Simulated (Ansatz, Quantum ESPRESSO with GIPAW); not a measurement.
**19F and 39K NMR of KF (Carobbiite), calculated**

Aim: the magnetic shielding of every site in KF (Carobbiite).

**The experiment to be reproduced.** 19F isotropic shift -133.3 ppm, in “NMR parameters in alkali, alkaline earth and rare earth fluorides from first principle calculations” (2011; arXiv:1105.1645). Shifts are on the scales named with the reference lines below. The 39K shift is 22.6 ppm against aqueous K+, in “Computation of NMR Shielding Constants for Solids Using an Embedded Cluster Approach with DFT, Double-Hybrid DFT, and MP2” (2020; PMC7659039), quoting earlier work.

Main program and level: Quantum ESPRESSO with GIPAW 8.0dev (patched build); DFT, PBE, plane-wave PAW (pslibrary 1.0.0 recipes), scalar-relativistic, GIPAW; a patched development version of the program.

Report form: the programs' logs are mostly left out.

## Step 1: The starting structure

Symmetry: Fm-3m, No. 225, cubic system. The conventional cell has a = 5.344 Å, b = 5.344 Å, c = 5.344 Å, α = 90.00°, β = 90.00°, γ = 90.00°. K has 6 F at 2.67 Å nearest. Nearest to F lie 6 K at 2.67 Å. Farther neighbours and most contacts between anions are not listed.

The cell is an entry of the Crystallography Open Database.

A relaxation of the atoms beforehand (Quantum ESPRESSO with GIPAW) moved none by more than 0.003 Å.

## Step 2: Self-consistent run

The shielding is a linear response of the occupied states, which this run provides. It is converged far beyond what an energy needs, since the response uses the wavefunctions themselves. No empty states are asked for: the response is solved without them. The mesh has a spacing of 0.41 Å⁻¹ at most. The PAW files were made with ld1.x from the pslibrary 1.0.0 recipes, with GIPAW reconstruction switched on.

scf.in reads:

```
&control
  calculation = 'scf'
  prefix = 'x'
  outdir = './tmp/'
  pseudo_dir = './'
/
&system
  ibrav = 0
  nat = 2
  ntyp = 2
  ecutwfc = 55
  ecutrho = 330
  nbnd = 8
/
&electrons
  conv_thr = 1.0d-10
  mixing_beta = 0.7
  electron_maxstep = 100
/
ATOMIC_SPECIES
  K 39.098 K.pbe-spn-kjpaw_psl.1.0.0-gipaw.UPF
  F 18.998 F.pbe-n-kjpaw_psl.1.0.0-gipaw.UPF
CELL_PARAMETERS angstrom
  0.00000000 2.67185000 2.67185000
  2.67185000 0.00000000 2.67185000
  2.67185000 2.67185000 0.00000000
ATOMIC_POSITIONS crystal
  K 0.00000000 0.00000000 0.00000000
  F 0.50000000 0.50000000 0.50000000
K_POINTS automatic
  5 5 5 1 1 1
```

Launch:

```bash
> pw.x -in scf.in > scf.out
```

Elapsed: 40 s, on 1 thread of Intel Xeon at 2.80GHz (Skylake/Cascade Lake), shared host.

It converged in 11 cycles to an estimated accuracy of 2e-11 Ry, on 19 irreducible k-points.

## Step 3: GIPAW: job nmr

A uniform field breaks periodicity, so gipaw.x applies it as a wave of small q and takes the limit. It solves for the first-order states, builds the induced current and gets the field at each nucleus by Biot–Savart; the PAW spheres add what the smooth waves miss near the nuclei. pawproj makes the reconstruction use the PAW data sets' own projectors.

nmr.in reads:

```
&inputgipaw
  job = 'nmr'
  prefix = 'x'
  tmp_dir = './tmp/'
  restart_mode = 'from_scratch'
  verbosity = 'low'
  q_gipaw = 0.01
  spline_ps = .true.
  conv_threshold = 1.0d-14
  use_nmr_macroscopic_shape = .true.
  pawproj(1) = .true.
  pawproj(2) = .true.
/
```

Launch:

```bash
> gipaw.x -in nmr.in > nmr.out
```

Run time: 6.1 min. Hardware: 1 thread.

The f-sum rule is met to 0.0041 of 15.8 (0.03 %). Converged shieldings require that this miss be small, but a small miss does not prove them.

From the symmetric part of each tensor, with principal values σ11 ≤ σ22 ≤ σ33: σ_iso is their mean, the span is σ33 − σ11 and the skew 3(σ_iso − σ22)/span. (gipaw.x prints an anisotropy in another convention.)

```tsv
site	atom no.	atoms in cell	σ_iso (ppm)	span (ppm)	skew
K	1	1	1175.1	0.0	-
F	2	1	259.1	0.0	-
```

The printed totals hold a macroscopic shape term of 8.2 ppm, which is taken off the shieldings here and below (some reference lines add a sphere's term back, as they say). It is the term of a spherical sample, from the valence susceptibility, a rough estimate, since the susceptibility converges slowly and lacks part of the PAW terms. Differences within the crystal don't depend on it, but shieldings of different compounds can't be compared to better than a few ppm without it.

K and F sit on cubic site symmetry, where the tensor must be isotropic.

The quadrupolar nuclei (39K) sit on sites where the field gradient vanishes by symmetry, so they have no quadrupolar coupling.

## Step 4: Sites, surroundings and shifts

A shielding is counted from the bare nucleus and a shift from a reference compound, with the opposite sign. A fitted line does better than one reference, as its slope takes up part of the functional's error.

To turn shieldings into shifts, lines fitted to measured solids are used. 19F: δ = (120.8 − σ) / 1.162, zero at CFCl3, fitted to 6 measured values, from BaF2, CdF2, LiF, MgF2, NaF and ZnF2, with a scatter of 4.6 ppm r.m.s. (this compound left out) (CaF2 fall off this line, as semilocal functionals put their cations' empty d or f shells too low, and are left out), on σ without the shape term. Kinds of site that fitted badly were split off after the misses were seen, so the scatter is that of the points kept.

Covalently bonded atoms count as neighbours within 1.18 times the sum of their radii. Otherwise a cation's neighbours lie within 1.2 times its shortest bond (1.3 for large cations, each anion's radius taken off where they differ), and an anion's are the cations that count it.

```tsv
site	atom no.	atoms in cell	surroundings	bonds (Å)	δ_iso (ppm)
K	1	1	KF6	2.672	-
F	2	1	bound to K6	2.672	-119.0
```

Simulated spectrum, 19F MAS at 100 kHz, 11.7 T (468.9 MHz), lines broadened by 2 ppm; rigid lattice, with dipolar and J couplings left out: a single narrow line at -119.0 ppm.

## Step 5: Against experiment

```tsv
quantity	site	measured	calculated	difference
19F isotropic shift (ppm)	F	-133.3	-119.0	+14.3
```

Without a fitted line the measured shift still tests the calculation: for an exact theory σ + δ is one number for all compounds of a nucleus, up to the shape term, which is left out of σ and differs by some ppm between compounds.

```tsv
nucleus, site	σ_iso (ppm)	measured δ (ppm)	σ + δ (ppm)	σ + δ of other compounds, same level
39K, K	1175.1	22.6	1197.7	KCl 1200.1, KBr 1201.8
```

## Step 6: Results

| Property | Result |
| --- | --- |
| 19F shift | -119.0 ppm |
| 39K shielding without shape term | 1175.1 ppm |

In words: 19F has one site (bound to K6), with isotropic shift -119.0 ppm. For 39K, σ + δ is 1197.7 ppm here and 1201.0 ppm on average over 2 other sites: with that reference and slope one the shift would be off by +3.3 ppm. Verdict on the shifts: 19F poor, missed by 14.3 ppm at most, 3.1 times the scatter of its line. No sound run at another cutoff or mesh is at hand, so convergence rests on the f-sum rule and on experience with these files. This build of gipaw.x prints that it is not audited and that its numbers are no references by themselves. It also reports spline_ps as false although the input sets it; why was not traced. 2 further runs of this session failed or came with warnings and are not shown (2 stopped by an error).

[Logs are printed without paths, hosts, clocks, repeated set-up lines and the standing remarks that a program may print on its own settings, such as how far it seeks lower states.]

[Hosts, paths, dates, database ids (printed as entryN), source tags and the programs' standing remarks are cut or masked in the printed files.]

[Where no reference line passes its bar on scatter, no shift is given, so a measured shift of this compound may stand uncompared.]
